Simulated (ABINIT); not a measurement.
# A GW chain in ABINIT: BiOCl (P4/nmm), part 3 of 3

How does a plane-wave GW calculation on BiOCl (P4/nmm) run from the first input to the gap?

ABINIT 10.8.3; PBEsol and many-body steps on it, plane waves. Known limits of the many-body steps: not at the basis limit; no spin-orbit coupling; coarse k mesh.

So far. Step 3 (Bands along the symmetry lines): The gap is 2.545 eV, −0.046 eV from the run before at this level. Step 4 (Empty states on the mesh, 4×4×2 mesh, 89 bands): On this mesh the gap is 2.625 eV. The earlier step found 2.591 eV, so this mesh misses an edge.

## (5) Screening, 4×4×2 mesh, 81 bands, screening to 87.1 eV

The RPA dielectric matrix is built and inverted for each q.

This step: RPA screening on PBEsol, plane waves, norm-conserving pseudopotentials.

run.abi

```
acell 3*1.0 Angstrom
rprim 
  3.885510000000 0.000000000000 0.000000000000
  0.000000000000 3.885510000000 0.000000000000
  0.000000000000 0.000000000000 7.348900000000
ntypat 3
znucl 83 17 8
natom 6
typat 1 1 2 2 3 3
xred 
  0.500000000000 0.000000000000 0.329040000000
  0.000000000000 0.500000000000 0.670960000000
  0.000000000000 0.500000000000 0.147200000000
  0.500000000000 0.000000000000 0.852800000000
  0.000000000000 0.000000000000 0.500000000000
  0.500000000000 0.500000000000 0.500000000000
pp_dirpath "pseudos"
pseudos "Bi.upf, Cl.upf, O.upf"
ecut 42
ngkpt 4 4 2
nshiftk 1
shiftk 0 0 0
kptopt 1
chksymbreak 0
istwfk *1
occopt 1
irdwfk 1
optdriver 3
nband 81
ecuteps 3.2
inclvkb 2
awtr 1
symchi 1
indata_prefix "in"
outdata_prefix "out"
tmpdata_prefix "tmp"
```

Launch:

```sh
$ OMP_NUM_THREADS=1 mpirun -n 8 abinit run.abi > log
```

Numbers of over 12 decimals in the logs are rounded to 6 here.

Log:

```text
.Version 10.8.3 of ABINIT. v10.8.2 released Aug 2026.

 Symmetries : space group P4/n m m (#129); Bravais tP (primitive tetrag.)
[... echo of the input left out ...]
== DATASET  1 ==================================================================
-   mpi_nproc: 8, omp_nthreads: 1 (-1 if OMP is not activated)

--- !DatasetInfo
iteration_state: {dtset: 1, }
dimensions: {natom: 6, nkpt: 12, mband: 81, nsppol: 1, nspinor: 1, nspden: 1, mpw: 9764, }
cutoff_energies: {ecut:  42.0, pawecutdg:  -1.0, }
electrons: {nelect:   7.20000000E+01, charge:   0.00000000E+00, occopt:   1.00000000E+00, tsmear:   1.00000000E-02, }

 SCREENING: Calculation of the susceptibility and dielectric matrices

 Based on a program developped by R.W. Godby, V. Olevano, G. Onida, and L. Reining.
 Incorporated in ABINIT by V. Olevano, G.-M. Rignanese, and M. Torrent.
.Using double precision arithmetic ; gwpc =  8

[... cell and pseudopotentials left out ...]
--------------------------------------------------------------------------------

 ==== K-mesh for the wavefunctions ====
 Number of points in the irreducible wedge :    12
[... list of points left out ...]
 Together with 16 symmetry operations and time-reversal symmetry
 yields    32 points in the full Brillouin Zone.

 ==== Q-mesh for the screening function ====
 Number of points in the irreducible wedge :    12
[... list of points left out ...]
 Together with 16 symmetry operations and time-reversal symmetry
 yields    32 points in the full Brillouin Zone.

 setmesh: FFT mesh size selected  =    30x   30x   54
          total number of points  =        48600

 vcoul_init : cutoff-mode = AUXILIARY_FUNCTION
 q-points for optical limit:   1
     1)      0.000010    0.000020    0.000030

- screening: taking advantage of time-reversal symmetry
- Maximum band index for partially occupied states nbvw = 36
- Remaining bands to be divided among processors   nbcw = 45
- Number of bands treated by each node ~5

 Number of electrons calculated from density =   72.0000; Expected =   72.0000
 average of density, n =  0.096165
 r_s =    1.3540
 omega_plasma =   29.9133 [eV]

 calculating chi0 at frequencies [eV] :
  1    0.000000E+00    0.000000E+00
  2    0.000000E+00    2.991330E+01

--------------------------------------------------------------------------------
  q-point number  1        q = ( 0.000000, 0.000000, 0.000000) [r.l.u.]
--------------------------------------------------------------------------------
[... chi0 elements left out ...]
 For q-point:  0.000010 0.000020 0.000030
  dielectric constant =   6.0426
  dielectric constant without local fields =   6.8196

  Average fulfillment of the sum rule on Im[epsilon] for q-point    1 :     36.46  [%]
[... wings left out ...]
  q-point number  2        q = ( 0.250000, 0.000000, 0.000000) [r.l.u.]
--------------------------------------------------------------------------------
[... chi0 elements left out ...]
  Average fulfillment of the sum rule on Im[epsilon] for q-point    2 :     46.49  [%]

 [... 10 further q-points ...]
```

Wall time 60 s (8 MPI ranks of Intel Xeon 6975P-C (Granite Rapids), shared host); peak memory 4.5 GiB; 8 min of CPU time.

Numbers from this step:

```yaml
eps_infinity_with_local_fields_on_this_mesh_along_the_program_s_q_direction: 6.043
the_same_without_local_fields: 6.820
plasma_frequency: 29.91 eV
plane_waves_in_the_screening_matrix: 195
```

Local fields lower ε∞ by 11 %. On a Γ-centred mesh this coarse the value itself is usually too large, while a short band sum pulls it down.

## (6) Self-energy, 4×4×2 mesh, 81 bands, screening to 87.1 eV

The self-energy is evaluated for the states that the input lists, and the levels follow from it, in one-shot runs by the linearised quasiparticle equation.

This step: G0W0 on PBEsol, plane waves, norm-conserving pseudopotentials.

Changes to run.abi since step 5:

```diff
@@ -27,8 +27,19 @@
 irdwfk 1
-optdriver 3
+optdriver 4
 nband 81
+gwcalctyp 0
+ecutsigx 42
+symsigma 1
+nkptgw 3
+kptgw 
+  0.5000000000 0.0000000000 0.5000000000
+  0.0000000000 0.0000000000 0.5000000000
+  0.0000000000 0.0000000000 0.0000000000
+bdgw 
+  35 38
+  35 38
+  35 38
 ecuteps 3.2
-inclvkb 2
-awtr 1
-symchi 1
+irdscr 1
+ppmodel 1
 indata_prefix "in"
```

Log:

```text
.Version 10.8.3 of ABINIT. v10.8.2 released Aug 2026.

 Symmetries : space group P4/n m m (#129); Bravais tP (primitive tetrag.)
[... echo of the input left out ...]
== DATASET  1 ==================================================================
-   mpi_nproc: 8, omp_nthreads: 1 (-1 if OMP is not activated)

--- !DatasetInfo
iteration_state: {dtset: 1, }
dimensions: {natom: 6, nkpt: 12, mband: 81, nsppol: 1, nspinor: 1, nspden: 1, mpw: 9764, }
cutoff_energies: {ecut:  42.0, pawecutdg:  -1.0, }
electrons: {nelect:   7.20000000E+01, charge:   0.00000000E+00, occopt:   1.00000000E+00, tsmear:   1.00000000E-02, }

 SIGMA: Calculation of the GW corrections

 Based on a program developped by R.W. Godby, V. Olevano, G. Onida, and L. Reining.
 Incorporated in ABINIT by V. Olevano, G.-M. Rignanese, and M. Torrent.
.Using double precision arithmetic ; gwpc =  8

[... cell and pseudopotentials left out ...]
--------------------------------------------------------------------------------

 ==== K-mesh for the wavefunctions ====
 Number of points in the irreducible wedge :    12
[... list of points left out ...]
 Together with 16 symmetry operations and time-reversal symmetry
 yields    32 points in the full Brillouin Zone.

 ==== Q-mesh for screening function ====
 Number of points in the irreducible wedge :    12
[... list of points left out ...]
 Together with 16 symmetry operations and time-reversal symmetry
 yields    32 points in the full Brillouin Zone.

 vcoul_init : cutoff-mode = AUXILIARY_FUNCTION
 q-points for optical limit:   1
     1)      0.000010    0.000020    0.000030
 setmesh: FFT mesh size selected  =    48x   48x   90
          total number of points  =       207360

 Number of electrons calculated from density =   72.0000; Expected =   72.0000
 average of density, n =  0.096165
 r_s =    1.3540
 omega_plasma =   29.9133 [eV]

 === KS Band Gaps ===
  >>>> For spin  1
   Minimum direct gap =   2.9293 [eV], located at k-point      :   0.0000  0.0000  0.5000
   Fundamental gap    =   2.6247 [eV], Top of valence bands at :   0.5000  0.0000  0.5000
                                       Bottom of conduction at :   0.0000  0.0000  0.5000
 SIGMA fundamental parameters:
 PLASMON POLE MODEL  1
 number of plane-waves for SigmaX                 9725
 number of plane-waves for SigmaC and W            195
 number of plane-waves for wavefunctions          9725
 number of bands                                    81
 number of independent spin polarizations            1
 number of spinorial components                      1
 number of k-points in IBZ                          12
 number of q-points in IBZ                          12
 number of symmetry operations                      16
 number of k-points in BZ                           32
 number of q-points in BZ                           32
 number of frequencies for dSigma/dE                 9
 frequency step for dSigma/dE [eV]                0.25
 number of omega for Sigma on real axis              0
 max omega for Sigma on real axis  [eV]           0.00
 zcut for avoiding poles [eV]                     0.10

 EPSILON^-1 parameters (SCR file):
 dimension of the eps^-1 matrix on file            195
 dimension of the eps^-1 matrix used               195
 number of plane-waves for wavefunctions          9725
 number of bands                                    81
 number of q-points in IBZ                          12
 number of frequencies                               2
 number of real frequencies                          1
 number of imag frequencies                          1

 matrix elements of self-energy operator (all in [eV])

 Perturbative Calculation

--- !SelfEnergy_ee
iteration_state: {dtset: 1, }
kpoint     : [   0.500,    0.000,    0.500, ]
spin       : 1
KS_gap     :    4.427
QP_gap     :    5.754
Delta_QP_KS:    1.327
data: !SigmaeeData |
     Band     E0 <VxcDFT>   SigX SigC(E0)      Z dSigC/dE  Sig(E)    E-E0       E
       35   5.723 -16.353 -19.784   3.398   0.794  -0.259 -16.379  -0.026   5.697
       36   5.723 -16.353 -19.784   3.398   0.794  -0.259 -16.379  -0.026   5.697
       37  10.150 -13.501  -9.295  -2.630   0.825  -0.212 -12.200   1.301  11.451
       38  10.150 -13.501  -9.295  -2.630   0.825  -0.212 -12.200   1.301  11.451

--- !SelfEnergy_ee
iteration_state: {dtset: 1, }
kpoint     : [   0.000,    0.000,    0.500, ]
spin       : 1
KS_gap     :    2.929
QP_gap     :    4.423
Delta_QP_KS:    1.494
data: !SigmaeeData |
     Band     E0 <VxcDFT>   SigX SigC(E0)      Z dSigC/dE  Sig(E)    E-E0       E
       35   5.415 -18.176 -22.232   4.263   0.777  -0.288 -18.015   0.161   5.576
       36   5.419 -14.795 -18.666   3.399   0.799  -0.252 -15.172  -0.377   5.042
       37   8.348 -12.440  -8.503  -2.603   0.837  -0.194 -11.323   1.117   9.465
       38   8.732 -12.210  -7.899  -2.800   0.841  -0.189 -10.940   1.271  10.002

--- !SelfEnergy_ee
iteration_state: {dtset: 1, }
kpoint     : [   0.000,    0.000,    0.000, ]
spin       : 1
KS_gap     :    3.824
QP_gap     :    4.978
Delta_QP_KS:    1.154
data: !SigmaeeData |
     Band     E0 <VxcDFT>   SigX SigC(E0)      Z dSigC/dE  Sig(E)    E-E0       E
       35   4.816 -15.046 -19.196   3.799   0.789  -0.268 -15.322  -0.276   4.540
       36   5.027 -16.718 -20.276   3.650   0.789  -0.268 -16.646   0.072   5.099
       37   8.851 -13.261  -9.140  -2.653   0.835  -0.198 -12.035   1.226  10.077
       38   9.553 -13.218  -9.109  -2.538   0.831  -0.203 -11.913   1.305  10.859

== END DATASET(S) ==============================================================
================================================================================

 -outvars: echo values of variables after computation  --------
           etotal      0.0000000000E+00
            nband          81
             nkpt          12
          spgroup         129
 [... the other variables as echoed above ...]

 Calculation completed.
```

Elapsed: 8.6 s, on 8 MPI ranks; peak memory 2.5 GiB.

Numbers from this step:

```
G0W0 gap on the points computed              : 3.768 eV
starting gap on the mesh                     : 2.625 eV
k of the valence top                         : 0.5, 0, 0.5
k of the conduction bottom                   : 0, 0, 0.5
Z at the valence top                         : 0.794
Z at the conduction bottom                   : 0.837
least direct G0W0 gap on the computed points : 3.889 eV
```

The gap on the mesh goes from 2.62 eV to 3.77 eV, a correction of +1.14 eV. The start differs from the 2.59 eV found before because the two sample other k points.

Limits: finite bands, cutoff and mesh; no spin-orbit coupling; coarse k mesh. v1 is the top filled band, c1 the lowest empty one. The levels before and after the correction (eV, zero at the valence-band top of each column):

```tsv
	conduction bottom	valence top
Kohn-Sham	2.62	0.00
G0W0	3.77	0.00
```

```tsv
	level	energy (eV)
Kohn-Sham	(0.5 0 0.5) v2-v1	0.000
Kohn-Sham	(0.5 0 0.5) c1-c2	4.427
Kohn-Sham	(0 0 0.5) v2	-0.308
Kohn-Sham	(0 0 0.5) v1	-0.304
Kohn-Sham	(0 0 0.5) c1	2.625
Kohn-Sham	(0 0 0.5) c2	3.008
G0W0	(0.5 0 0.5) v2-v1	0.000
G0W0	(0.5 0 0.5) c1-c2	5.754
G0W0	(0 0 0.5) v2	-0.121
G0W0	(0 0 0.5) v1	-0.655
G0W0	(0 0 0.5) c1	3.768
G0W0	(0 0 0.5) c2	4.305
```

## (7) Where the time went

Times are wall times on 8 MPI ranks of Intel Xeon 6975P-C (Granite Rapids), shared host, good to a factor of about two.

```tsv
step	time	share	memory (GiB)
ground state	79 s	31 %	1.1
bands along the symmetry lines	65 s	25 %	1.2
empty states on the mesh	43 s	17 %	0.88
screening	60 s	24 %	4.5
self-energy	8.6 s	3 %	2.5
```

## (8) Summary of results

* PBEsol gap: 2.55 eV, indirect
* G0W0 gap on the mesh: 3.77 eV
* G0W0 gap over the zone (rigid shift): 3.69 eV
* GW settings: 4×4×2 mesh, 81 bands, screening to 87.1 eV, Godby-Needs plasmon pole
* known limits: not at the basis limit; no spin-orbit coupling; coarse k mesh

In words: G0W0 moves the gap on the mesh from 2.62 eV to 3.77 eV (+1.14 eV), with Z of 0.79 and 0.84 at the edges. The mesh misses the band edges by 0.08 eV in all; a rigid shift gives 3.69 eV for the zone. Local fields lower the RPA ε∞ on this mesh from 6.82 to 6.04; a Γ-centred mesh this coarse tends to raise both, most where the direct gap is narrow, while a short band sum lowers them. Only 3 of the mesh's irreducible points were corrected, so a valley elsewhere could overtake. Against experiment, by G0W0@PBEsol: the gap of 3.69 eV lies +0.33 eV from the measured 3.36 eV (optical, 2021); the gap of 3.69 eV lies +0.25 eV from the measured 3.44 eV (optical, 2022). An exciton line or allowed optical edge lies below the quasiparticle gap by the binding energy; a forbidden edge can push the onset above it. The calculation has static nuclei and no excitons; a measured gap holds zero-point and thermal motion, which mostly lowers it. With atoms this heavy the missing spin-orbit coupling can matter too. Bands and cutoff are finite, so the gap is not at the basis limit. The miss can reach some tenths of an eV and take either sign; the mesh is an error of its own. In the G0W0 run levels were corrected at 3 k points alone, so a gap called «on the mesh» is the least over those, and an edge elsewhere would be missed. A denser mesh or path gives a starting gap of 2.55 eV: the GW mesh misses a band edge, so its gaps are not the fundamental one. The 4×4×2 mesh is coarse for this cell, which bears on the long-range parts of exchange and screening. Where an edge is built on 6p states of lead, bismuth or thallium, scalar-relativistic gaps usually stand too wide, by a few tenths to over one eV.

[Paths, hosts, dates, memory and timing lines, banners, echoed tables and standing remarks are left out of the program output.]

[Logs are printed without paths, hosts, clocks, repeated set-up lines and the standing remarks that a program may print on its own settings, such as how far it seeks lower states.]

[Runs of the session that timed out or met a known fault of the program may be left out.]

[Hosts, paths, dates, database ids (printed as entryN), source tags and the programs' standing remarks are cut or masked in the printed files.]

[G0W0 gaps are taken among the corrected bands and points alone; a level outside them can change the order at an edge.]

[Where Ansatz stands beside ABINIT at settings called matched, ABINIT's density can come from a denser mesh and the files from another edition; pairs whose starting gaps differed by over 0.03 eV were left out, so agreement reads better than it is.]
